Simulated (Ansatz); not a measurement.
## linear Re chain, moments started antiparallel under tension and compression

Does stretching change the magnetism or the channel count of the linear Re chain, moments started antiparallel?

Calculated with Ansatz 0.2.0; DFT PBE, plane waves, PAW; relaxation of a chain's period, in the first sound run; inputs show where later runs differ.

## (1) Set-up

The cell holds 2 atoms: 2 Re. Its edges and angles: a = 7.500 Å, b = 7.500 Å, c = 5.738 Å, α = 90.0°, β = 90.0°, γ = 90.0°. Vacuum lies along a and b. The structure's axis is c.

As a file:

```cif
data_structure
_symmetry_space_group_name_H-M 'P 1'
_symmetry_Int_Tables_number 1
_cell_length_a 7.5000
_cell_length_b 7.5000
_cell_length_c 5.7380
_cell_angle_alpha 90.000
_cell_angle_beta 90.000
_cell_angle_gamma 90.000
_cell_volume 322.76
loop_
_atom_site_label
_atom_site_type_symbol
_atom_site_fract_x
_atom_site_fract_y
_atom_site_fract_z
_atom_site_occupancy
Re1 Re 0.50000 0.50000 0.00000 1
Re2 Re 0.50000 0.50000 0.50000 1
```

## (2) Relaxing the period

Band widths follow the bond lengths, so the chain is relaxed first. The atoms and the third cell vector are free; the box across stays fixed as vacuum. Moments are seeded so that a magnetic state can form if it lies lower. A Fermi-Dirac smearing is set since the result may be a metal. The pressure printed is a third of the stress's trace over the whole box, vacuum included; only the stress along the axis is relaxed.

input.yaml reads:

```yaml
crystal:
  lattice:
    - [7.5, 0.0, 0.0]
    - [0.0, 7.5, 0.0]
    - [0.0, 0.0, 5.738]
  atoms:
    - { symbol: Re, position: [0.5, 0.5, 0.0], spin: 2.0 }
    - { symbol: Re, position: [0.5, 0.5, 0.5], spin: -2.0 }
magnetization:
  spin_polarized: true
kpoints:
  mp_grid: { grid: [1, 1, 14] }
scf:
  occupations: { method: fermi_dirac, width: 0.05 }
hamiltonian:
  xc: pbe
relax:
  cell: { fix: [a, b, alpha, beta, gamma] }
  max_steps: 60
```

The run is started by

```sh
$ ansatz run input.yaml --threads 4 --pin off --max-ram 8192MiB --backend cpu --events-out ev --progress --plain --runs-dir out
```

Numbers of over 12 decimals in the logs are rounded to 6 here.

Log:

```text
Engine: ansatz 0.2.0, aarch64-unknown-linux-gnu
Pseudopotentials: kind: paw
Pseudopotential: Re, paw, valence charge 15, recommended cutoff 420 eV (normal), Re.paw.azcp
Functional definition: PBE
  parameter kappa = 0.804
  parameter beta = 0.066725
  exchange = pbe_x(kappa = kappa, mu = beta*pi^2/3)
  correlation = pbe_c(beta = beta)
Crystal: 2 atoms, lattice volume = 322.763 Å³
Basis set: ecut = 420 eV, 6299 PW (Γ), exchange–correlation on 108×108×80 points (8 copies of the dense FFT grid, shifted against one another)
Bands: 21, of which v1, the nominal top of the filled ones, is band 15 counted from 1 (14 counted from 0)
Symmetry: 16 space group operations
Space group: P4/mmm (ITA 123), of the structure as read, at distance tolerance 6.9e-5 Å
Magnetic group: BNS 123.348 (UNI 1008), of the structure as read, at distance tolerance 6.9e-5 Å
k-points: 8 of 14
Non-local potential: Re, projectors of the file, l = 0: 3, l = 1: 2, l = 2: 2, l = 3: 1
PAW form: soft (Blöchl's): semilocal exchange-correlation on the pseudo side does not see the compensation charge
PAW one-centre angular grid: Re, 590 points (default); XC on 64 Gauss nodes
Initial density: superposition of atomic densities (neutral atoms: chi_scale 0, normalization atom)
Starting moments: Σ|m| = 4 μB on 2 of 2 sites
Starting magnetic order: antiferromagnet; a translation exchanges its spin sublattices: spin-degenerate at every k-point
Initial wavefunctions: pseudopotential atomic-orbital guess
Functional: x = pbe(κ = 0.804, μ = 0.219515), c = pbe(β = 0.066725)
iter 1 solved again at ethr=1.97e-3 eV; its pass at ethr=3.10e-3 eV (dr2=5.91e-1 eV) is discarded
SCF iter   1: F=—  HF=-21722.516738 eV  |F-HF|=—  |Δ(HF+E_count)|=         —  Δρ=1.38e-2 (↑1.38e-2 ↓1.38e-2)  dr2=6.19e-1  dr2_m=4.79e-1  M=0.000 μB ∫|m|=5.135 μB  β_m=0.30  ethr=1.97e-3  ⟨swp⟩=1.0  Hψ=954  notcnv=0
Mixer restart at iter 1: flushing history
preconditioner: auto → LDOS  [metal: Δε(μ)=0.071 eV  Ē_g=2.394 eV  σ=0.050 eV  W_gap=0.34  n_scr=30 (ndim 8)  ℏωp=7.7 eV  f_vac=0.635  D(μ)=3.65/eV (n_scr^D=18)]
spin=Collinear: LDOS preconditioning applied to the charge; magnetization (m = ρ↑ − ρ↓) channel mixes plain (no charge-response kernel on spin).
SCF iter   2: F=—  HF=-21722.693250 eV  |F-HF|=—  |Δ(HF+E_count)|=   1.77e-1  Δρ=1.13e-2 (↑1.13e-2 ↓1.13e-2)  dr2=3.48e-1  dr2_m=3.31e-1  M=0.000 μB ∫|m|=5.505 μB  β_m=0.62  ethr=1.97e-3  ⟨swp⟩=1.5  Hψ=172  notcnv=0
SCF iter   3: F=—  HF=-21723.572126 eV  |F-HF|=—  |Δ(HF+E_count)|=   8.79e-1  Δρ=4.23e-3 (↑4.23e-3 ↓4.23e-3)  dr2=2.46e-2  dr2_m=4.72e-2  M=0.000 μB ∫|m|=6.833 μB  β_m=0.82  ethr=1.16e-3  ⟨swp⟩=3.0  Hψ=396  notcnv=0
SCF iter   4: F=—  HF=-21723.839923 eV  |F-HF|=—  |Δ(HF+E_count)|=         —  Δρ=4.21e-3 (↑4.21e-3 ↓4.21e-3)  dr2=5.19e-3  dr2_m=5.07e-2  M=0.000 μB ∫|m|=7.587 μB  β_m=0.82  ethr=8.21e-5  ⟨swp⟩=2.4  Hψ=335  notcnv=0
Mixer restart at iter 4: flushing history
SCF iter   5: F=—  HF=-21723.839859 eV  |F-HF|=—  |Δ(HF+E_count)|=   6.41e-5  Δρ=1.77e-3 (↑1.77e-3 ↓1.77e-3)  dr2=9.36e-4  dr2_m=9.00e-3  M=0.000 μB ∫|m|=7.711 μB  β_m=0.91  ethr=1.73e-5  ⟨swp⟩=2.0  Hψ=352  notcnv=0
SCF iter   6: F=—  HF=-21723.841044 eV  |F-HF|=—  |Δ(HF+E_count)|=   1.18e-3  Δρ=3.06e-4 (↑3.06e-4 ↓3.06e-4)  dr2=7.05e-4  dr2_m=8.01e-5  M=0.000 μB ∫|m|=7.785 μB  β_m=0.81  ethr=3.12e-6  ⟨swp⟩=3.0  Hψ=359  notcnv=0
SCF iter   7: F=—  HF=-21723.840823 eV  |F-HF|=—  |Δ(HF+E_count)|=   2.21e-4  Δρ=4.79e-5 (↑4.79e-5 ↓4.79e-5)  dr2=3.30e-6  dr2_m=5.35e-6  M=0.000 μB ∫|m|=7.793 μB  β_m=0.91  ethr=2.35e-6  ⟨swp⟩=2.0  Hψ=273  notcnv=0
SCF iter   8: F=—  HF=-21723.840830 eV  |F-HF|=—  |Δ(HF+E_count)|=   7.36e-6  Δρ=9.70e-6 (↑9.70e-6 ↓9.70e-6)  dr2=8.32e-7  dr2_m=1.47e-7  M=0.000 μB ∫|m|=7.796 μB  β_m=0.95  ethr=1.10e-8  ⟨swp⟩=2.2  Hψ=306  notcnv=0
SCF iter   9: F=-21723.840830 eV  HF=-21723.840830 eV  |F-HF|=4.04e-9  |Δ(HF+E_count)|=   2.76e-7  Δρ=1.35e-6 (↑1.35e-6 ↓1.35e-6)  dr2=2.76e-8  dr2_m=5.36e-10  M=0.000 μB ∫|m|=7.797 μB  ethr=3.33e-10  ⟨swp⟩=2.8  Hψ=631  notcnv=0
SCF 1 converged in 9 iterations: F = -21723.840830 eV  dr2 = 2.76e-8
  greatest PAW one-centre occupation: 1.000 electrons in one spin orbital (limit 2), on the Re atom at site 1 (counted from 0), in its partial waves of l = 0
relax step   1: F+E_penalty+E_count = -21723.84083019 eV  Δ(F+E_penalty+E_count) = +0.000e0 eV  max|allowed force component| = 0.000e0 eV/Å  Δτ_max = 0.0000 Å  P = -2.358 GPa  Ω = 322.763 Å³  fix = [a, b, alpha, beta, gamma]  reactions: a -0.131, b -0.131 GPa  (9 SCF iters, dr2 threshold 1.00e-7 eV, accepted)
Crystal: 2 atoms, lattice volume = 307.028 Å³
Basis set: ecut = 420 eV, 6027 PW (Γ), exchange–correlation on 108×108×80 points (8 copies of the dense FFT grid, shifted against one another)
Initial density: handed on by an earlier stage of this run
Starting moments: Σ|m| = 4 μB on 2 of 2 sites; this step starts from the density that it was given
Initial wavefunctions: those handed on with the density
iter 1 solved again at ethr=6.50e-5 eV; its pass at ethr=3.10e-3 eV (dr2=1.95e-2 eV) is discarded
SCF iter   1: F=—  HF=-21724.571942 eV  |F-HF|=—  |Δ(HF+E_count)|=         —  Δρ=4.52e-3 (↑4.52e-3 ↓4.52e-3)  dr2=2.07e-2  dr2_m=5.40e-2  M=0.000 μB ∫|m|=7.139 μB  β_m=0.30  ethr=6.50e-5  ⟨swp⟩=1.1  Hψ=1005  notcnv=0
preconditioner: auto → LDOS  [metal: Δε(μ)=0.057 eV  Ē_g=3.317 eV  σ=0.050 eV  W_gap=0.27  n_scr=30 (ndim 8)  ℏωp=7.9 eV  f_vac=0.649  D(μ)=4.07/eV (n_scr^D=18)]
spin=Collinear: LDOS preconditioning applied to the charge; magnetization (m = ρ↑ − ρ↓) channel mixes plain (no charge-response kernel on spin).
SCF iter   2: F=—  HF=-21724.554717 eV  |F-HF|=—  |Δ(HF+E_count)|=   1.72e-2  Δρ=3.27e-3 (↑3.27e-3 ↓3.27e-3)  dr2=1.08e-2  dr2_m=2.83e-2  M=0.000 μB ∫|m|=7.130 μB  β_m=0.65  ethr=6.50e-5  ⟨swp⟩=1.0  Hψ=168  notcnv=0
SCF iter   3: F=—  HF=-21724.536935 eV  |F-HF|=—  |Δ(HF+E_count)|=   1.78e-2  Δρ=2.64e-4 (↑2.64e-4 ↓2.64e-4)  dr2=2.63e-4  dr2_m=4.26e-5  M=0.000 μB ∫|m|=7.103 μB  β_m=0.82  ethr=3.60e-5  ⟨swp⟩=2.0  Hψ=311  notcnv=0
SCF iter   4: F=—  HF=-21724.537480 eV  |F-HF|=—  |Δ(HF+E_count)|=   5.44e-4  Δρ=5.69e-5 (↑5.69e-5 ↓5.69e-5)  dr2=4.11e-5  dr2_m=1.31e-6  M=0.000 μB ∫|m|=7.099 μB  β_m=0.91  ethr=8.76e-7  ⟨swp⟩=2.5  Hψ=275  notcnv=0
SCF iter   5: F=—  HF=-21724.537503 eV  |F-HF|=—  |Δ(HF+E_count)|=   2.35e-5  Δρ=1.64e-5 (↑1.64e-5 ↓1.64e-5)  dr2=2.49e-6  dr2_m=1.05e-7  M=0.000 μB ∫|m|=7.097 μB  β_m=0.96  ethr=1.37e-7  ⟨swp⟩=2.0  Hψ=222  notcnv=0
[...]
SCF iter   4: F=—  HF=-21725.218945 eV  |F-HF|=—  |Δ(HF+E_count)|=   5.49e-6  Δρ=5.10e-5 (↑5.10e-5 ↓5.10e-5)  dr2=1.75e-5  dr2_m=5.21e-6  M=0.000 μB ∫|m|=6.433 μB  β_m=0.88  ethr=3.30e-7  ⟨swp⟩=2.0  Hψ=266  notcnv=0
SCF iter   5: F=—  HF=-21725.218944 eV  |F-HF|=—  |Δ(HF+E_count)|=   1.80e-6  Δρ=8.87e-6 (↑8.87e-6 ↓8.87e-6)  dr2=2.79e-6  dr2_m=6.00e-8  M=0.000 μB ∫|m|=6.431 μB  β_m=0.94  ethr=5.82e-8  ⟨swp⟩=2.2  Hψ=231  notcnv=0
SCF iter   6: F=—  HF=-21725.218942 eV  |F-HF|=—  |Δ(HF+E_count)|=   1.27e-6  Δρ=3.55e-6 (↑3.55e-6 ↓3.55e-6)  dr2=2.03e-7  dr2_m=1.02e-8  M=0.000 μB ∫|m|=6.430 μB  β_m=0.97  ethr=9.29e-9  ⟨swp⟩=2.0  Hψ=225  notcnv=0
SCF iter   7: F=-21725.218942 eV  HF=-21725.218942 eV  |F-HF|=4.25e-9  |Δ(HF+E_count)|=   1.01e-7  Δρ=1.16e-6 (↑1.16e-6 ↓1.16e-6)  dr2=8.31e-9  dr2_m=1.93e-9  M=0.000 μB ∫|m|=6.430 μB  ethr=6.67e-10  ⟨swp⟩=2.0  Hψ=540  notcnv=0
SCF 3 converged in 7 iterations: F = -21725.218942 eV  dr2 = 8.31e-9
relax step   3: F+E_penalty+E_count = -21725.21894222 eV  Δ(F+E_penalty+E_count) = -6.814e-1 eV  max|allowed force component| = 0.000e0 eV/Å  Δτ_max = 0.0000 Å  P = -2.207 GPa  Ω = 291.338 Å³  energy of the carried Pulay correction = +2.369e-3 eV  fix = [a, b, alpha, beta, gamma]  reactions: a -0.132, b -0.132 GPa  (7 SCF iters, dr2 threshold 2.00e-7 eV, accepted)
[...]
relax step   4: F+E_penalty+E_count = -21725.74454595 eV  Δ(F+E_penalty+E_count) = -5.256e-1 eV  max|allowed force component| = 0.000e0 eV/Å  Δτ_max = 0.0000 Å  P = -1.436 GPa  Ω = 275.603 Å³  energy of the carried Pulay correction = +3.660e-3 eV  fix = [a, b, alpha, beta, gamma]  reactions: a -0.140, b -0.140 GPa  (7 SCF iters, dr2 threshold 2.00e-7 eV, accepted)
[...]
relax step   5: F+E_penalty+E_count = -21725.93492266 eV  Δ(F+E_penalty+E_count) = -1.904e-1 eV  max|allowed force component| = 0.000e0 eV/Å  Δτ_max = 0.0000 Å  P = +0.115 GPa  Ω = 259.869 Å³  energy of the carried Pulay correction = +5.029e-3 eV  fix = [a, b, alpha, beta, gamma]  reactions: a -0.155, b -0.155 GPa  (7 SCF iters, dr2 threshold 2.00e-7 eV, accepted)
[...]
relax step   6: F+E_penalty+E_count = -21725.93807044 eV  Δ(F+E_penalty+E_count) = -3.148e-3 eV  max|allowed force component| = 0.000e0 eV/Å  Δτ_max = 0.0000 Å  P = -0.110 GPa  Ω = 261.578 Å³  energy of the carried Pulay correction = +4.876e-3 eV  fix = [a, b, alpha, beta, gamma]  reactions: a -0.153, b -0.153 GPa  (6 SCF iters, dr2 threshold 2.00e-7 eV, accepted)
Basis set: ecut = 420 eV, 5127 PW (Γ), exchange–correlation on 108×108×64 points (8 copies of the dense FFT grid, shifted against one another)
Initial wavefunctions: pseudopotential atomic-orbital guess (no wavefunctions were taken with the density)
iter 1 solved again at ethr=2.44e-7 eV; its pass at ethr=3.10e-3 eV (dr2=7.33e-5 eV) is discarded
SCF iter   1: F=—  HF=-21725.935022 eV  |F-HF|=—  |Δ(HF+E_count)|=         —  Δρ=1.13e-4 (↑1.13e-4 ↓1.13e-4)  dr2=1.74e-5  dr2_m=5.57e-7  M=0.000 μB ∫|m|=4.792 μB  β_m=0.65  ethr=2.44e-7  ⟨swp⟩=3.9  Hψ=1298  notcnv=0
preconditioner: auto → LDOS  [metal: Δε(μ)=0.153 eV  Ē_g=4.137 eV  σ=0.050 eV  W_gap=0.49  n_scr=10 (ndim 8)  ℏωp=8.6 eV  f_vac=0.654  D(μ)=2.57/eV (n_scr^D=8)]
spin=Collinear: LDOS preconditioning applied to the charge; magnetization (m = ρ↑ − ρ↓) channel mixes plain (no charge-response kernel on spin).
SCF iter   2: F=—  HF=-21725.934835 eV  |F-HF|=—  |Δ(HF+E_count)|=   1.86e-4  Δρ=3.74e-5 (↑3.74e-5 ↓3.74e-5)  dr2=1.71e-6  dr2_m=4.52e-8  M=0.000 μB ∫|m|=4.792 μB  β_m=0.60  ethr=5.79e-8  ⟨swp⟩=2.8  Hψ=278  notcnv=0
SCF iter   3: F=—  HF=-21725.934837 eV  |F-HF|=—  |Δ(HF+E_count)|=   1.16e-6  Δρ=5.72e-6 (↑5.72e-6 ↓5.72e-6)  dr2=8.47e-8  dr2_m=5.54e-9  M=0.000 μB ∫|m|=4.792 μB  β_m=0.75  ethr=5.71e-9  ⟨swp⟩=2.4  Hψ=260  notcnv=0
SCF iter   4: F=—  HF=-21725.934837 eV  |F-HF|=—  |Δ(HF+E_count)|=   1.63e-7  Δρ=1.53e-6 (↑1.53e-6 ↓1.53e-6)  dr2=4.28e-9  dr2_m=2.95e-9  M=0.000 μB ∫|m|=4.792 μB  β_m=0.75  ethr=2.82e-10  ⟨swp⟩=2.0  Hψ=229  notcnv=0
SCF iter   5: F=—  HF=-21725.934837 eV  |F-HF|=—  |Δ(HF+E_count)|=   9.16e-9  Δρ=7.01e-7 (↑7.01e-7 ↓7.01e-7)  dr2=6.30e-10  dr2_m=9.68e-10  M=0.000 μB ∫|m|=4.792 μB  β_m=0.88  ethr=1.43e-11  ⟨swp⟩=2.8  Hψ=300  notcnv=0
SCF iter   6: F=—  HF=-21725.934837 eV  |F-HF|=—  |Δ(HF+E_count)|=   2.36e-8  Δρ=9.41e-8 (↑9.41e-8 ↓9.41e-8)  dr2=1.18e-11  dr2_m=1.63e-11  M=0.000 μB ∫|m|=4.792 μB  β_m=0.94  ethr=2.10e-12  ⟨swp⟩=2.4  Hψ=286  notcnv=0
SCF iter   7: F=-21725.934837 eV  HF=-21725.934837 eV  |F-HF|=1.09e-11  |Δ(HF+E_count)|=   3.42e-9  Δρ=1.59e-8 (↑1.59e-8 ↓1.59e-8)  dr2=1.27e-12  dr2_m=1.66e-13  M=0.000 μB ∫|m|=4.792 μB  ethr=1.00e-12  ⟨swp⟩=5.0  Hψ=721  notcnv=0
SCF 7 converged in 7 iterations: F = -21725.934837 eV  dr2 = 1.27e-12
relax step   7: F+E_penalty+E_count = -21725.93483679 eV  Δ(F+E_penalty+E_count) = +3.234e-3 eV  max|allowed force component| = 0.000e0 eV/Å  Δτ_max = 0.0000 Å  P = -0.116 GPa  Ω = 261.578 Å³  fix = [a, b, alpha, beta, gamma]  reactions: a -0.155, b -0.155 GPa  stress off target by 3.73e-2 GPa on what of the cell is left free  SCF on the basis re-selected at this cell (its energy is not comparable with the rows above)  (7 SCF iters)
basis re-selected at this cell: Δ(F+E_penalty+E_count) = +3.234e-3 eV, ΔP = -0.005 GPa vs the last step (what re-selecting the basis moved, of the pressure what is left beyond the Pulay correction that the steps carried, after the strain that the cell walked since its last selection, with what the two solves' SCF thresholds leave and, on support functions, any second-order correction that the steps lacked; it is no measure of the basis error at this ecutwfc). The dense FFT grid was sized anew with the basis: this SCF ran on 54×54×32 points, the steps before it on 54×54×40, so part of this shift can come from that change (see relax.cell in the input reference). [rest of the remark cut]
SCF converged after 7 iterations
Magnetization: 0.0000 μB (15.0000 up, 15.0000 down)
Absolute magnetization: 4.7921 μB (∫|ρ↑−ρ↓|, with the PAW one-centre terms)
Spin contamination: 1.7618 ħ² per cell (⟨S²⟩ above its minimum at these occupations)
Per-site moments (μB) at R_I (Å): [(1.435308, 0.959118), (-1.435308, 0.959118)]
Free energy (F): -21725.934837 eV
Harris-Foulkes:  -21725.934837 eV  (|F-HF|=1.09e-11)
Internal energy: -21725.914659 eV  (E = F + TS)
E sigma→0 (E₀):  -21725.924748 eV
Entropy (-TS):   -0.020177 eV (-10.089 meV/atom)
Fermi energy:    -1.148825 eV
--- Per-component energies (eV) ---
  E_band       = -890.221315
  E_kinetic    = 1070.790904
  E_local      = -6967.265399  (includes V_loc(G=0)·N_el)
  E_nonlocal   = 110.705796
  E_hartree    = 2890.288885
  E_xc         = -797.080992
  E_vxc        = -593.766038  (∫ρ·V_xc dr)
  E_paw        = -17321.756113  (= ΣΔE_a)
  E_vpaw       = -291.264243  (= ΣTr[D̂ρ^β])
  E_aug_tail   = -0.000151  (compensation charges beyond the density's cutoff)
  E_ewald      = -711.597590
  E_smearing   = -0.020177  (= −TS)
  E_closure    = -0.000000  (closes the sum)
  Σ components = -21725.934837   (vs F -21725.934837, Δ=0.00e0)
--- Forces (eV/Å), atoms counted from 1 ---
  atom   1  Re     0.00000000    -0.00000000     0.00000000
  atom   2  Re     0.00000000    -0.00000000     0.00000000
  max |Σ_I F_I| component: 1.77e-28 eV/Å
--- Stress (GPa, compression-positive) ---
       -0.154882       0.000000       0.000000
        0.000000      -0.154882       0.000000
        0.000000       0.000000      -0.037274
  P = ⅓ Tr σ = -0.1157 GPa (-1.157 kbar)
--- Relaxed structure (6 steps of the walk, 6 accepted, 1 SCFs on fresh bases) ---
  F+E_penalty+E_count = -21725.93483679 eV   max|allowed force component| = 0.000e0 eV/Å   (the final SCF, on the basis selected at the relaxed cell)
  cell:  # Å, volume = 261.5777 Å³
    - [7.5, 0.0, 0.0]
    - [0.0, 7.5, 0.0]
    - [0.0, 0.0, 4.650271]
  atoms:
    - { symbol: Re, position: [0.5, 0.5, 0.0] }
    - { symbol: Re, position: [0.5, 0.5, 0.5] }
```

Run time: 6.7 s. Hardware: 4 threads of Arm Neoverse V2, shared host; peak memory 0.59 GiB; 24 s of CPU time.

Step by step:

```
step  energy less that of the first step (eV)  largest force component (eV/Å)  pressure (GPa)  volume (Å³)
   1                                   0.0000                          0.0000           -2.36       322.76
   2                                  -0.6967                          0.0000           -2.51       307.03
   3                                  -1.3781                          0.0000           -2.21       291.34
   4                                  -1.9037                          0.0000           -1.44       275.60
   5                                  -2.0941                          0.0000            0.12       259.87
   6                                  -2.0972                          0.0000           -0.11       261.58
  7*                                  -2.0940                          0.0000           -0.12       261.58
```

Relaxation steps marked * repeat the geometry before them on a plane-wave basis chosen anew for their cell, so energy and pressure can jump there.

Forces are held to the 16 operations that the run works with; a distortion that breaks them can't arise in this run.

| cell as run | before | after | change |
| --- | --- | --- | --- |
| c (Å) | 5.738 | 4.650 | -19.0 % |

Final coordinates:

```xyz
2
Lattice="7.5000 0.0000 0.0000 0.0000 7.5000 0.0000 0.0000 0.0000 4.6503" Properties=species:S:1:pos:R:3
Re    3.7500    3.7500    0.0000
Re    3.7500    3.7500    2.3251
```

This step gave:

```yaml
energy_at_zero_smearing: -21725.9247 eV
absolute_moment: 4.792 μB
cell_length_along_the_wire: 4.650 Å
```

Site moment by atom:

| atom | site moment (μB) |
| --- | --- |
| Re1 | 1.44 |
| Re2 | -1.44 |

The cell's length comes to 4.650 Å with an absolute moment of 4.79 μB a cell. That is -19 % against the start, more than a small adjustment.

(Part 1 of 3 ends here.)

[Logs are printed without paths, hosts, clocks, repeated set-up lines and the standing remarks that a program may print on its own settings, such as how far it seeks lower states.]

[Hosts, paths, dates, database ids (printed as entryN), source tags and the programs' standing remarks are cut or masked in the printed files.]
